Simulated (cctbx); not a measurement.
# Which space group?

Cell: a = 11.8850 Å, b = 8.4760 Å, c = 9.8880 Å, α = 90.00°, β = 115.77°, γ = 90.00°. Expected content of the cell: Br20 Cr4 Mg4.

Simulated single-crystal data (cctbx): Mo Kα, λ = 0.71073 Å, to d = 0.7 Å, 70 % of the full sphere, strongest reflection 5000 counts, noise from counting, a 3 % proportional error and a noise floor of 4 counts (s.d.); no absorption, some extinction.

Tests on the unmerged data give:

```text
7710 reflections to d = 0.700 A
centring   violations  <I/sigma> of those
    A       1209 of  3811      3.8
    B       1209 of  3821      3.8
    C          0 of  3838     -0.0
    I       1157 of  3838      3.5
    R       1674 of  5155      4.0
    F       1209 of  5735      2.5
Laue class    unique    Rint  (classes that these axes allow; Friedel mates merged)
C 1 2/m 1        1433   0.051
space group    extra absences  I>4sigma  <I/sigma>
C 1 2 1                 0          0         -  acentric
C 1 m 1                 0          0         -  acentric
C 1 c 1               105          0       0.1  acentric
C 1 n 1               105          0       0.1  acentric
C 1 2/m 1               0          0         -  centric
C 1 2/c 1             105          0       0.1  centric
C 1 2/n 1             105          0       0.1  centric
Wilson B = 0.63 A^2   <|E^2-1|> = 0.889 (0.968 centric, 0.736 acentric)   E^2>4: 3.2 %
shell (A)         n   <I/sigma>
 8.91 - 1.40    189     16.9
 1.40 - 1.11    182     14.7
 1.11 - 0.97    179     13.1
 0.97 - 0.88    180     11.4
 0.88 - 0.82    165      9.4
 0.82 - 0.77    179     11.0
 0.77 - 0.73    170      7.7
 0.73 - 0.70    189      8.4
```

**Question.** What are the lattice type, the Laue class and the likely space group?

The reflections that C centring forbids are absent (⟨I/σ⟩ near 0), so the lattice is C.

Only C 1 2/m 1 fits these axes (Rint 0.051); a search for a hidden higher lattice was not made.

7 settings pass the absence test. The most absences obeyed, 105, belong to C 1 c 1, C 1 n 1, C 1 2/c 1 and C 1 2/n 1, which absences can't tell apart.

⟨|E²−1|⟩ = 0.889 leans to a centrosymmetric structure. The Wilson B of 0.63 Å² means U ≈ 0.0080 Å².

The true group is C2/c (no. 15), Laue class 2/m, centrosymmetric. The tables only narrow the choice to the tied entries; cell content, site symmetry and trial solutions must settle it.

The model was made for the exercise: a known structure type with other elements put in, its volume estimated, not relaxed; displacement parameters are assumed.

[Logs are printed without paths, hosts, clocks, repeated set-up lines and the standing remarks that a program may print on its own settings, such as how far it seeks lower states.]
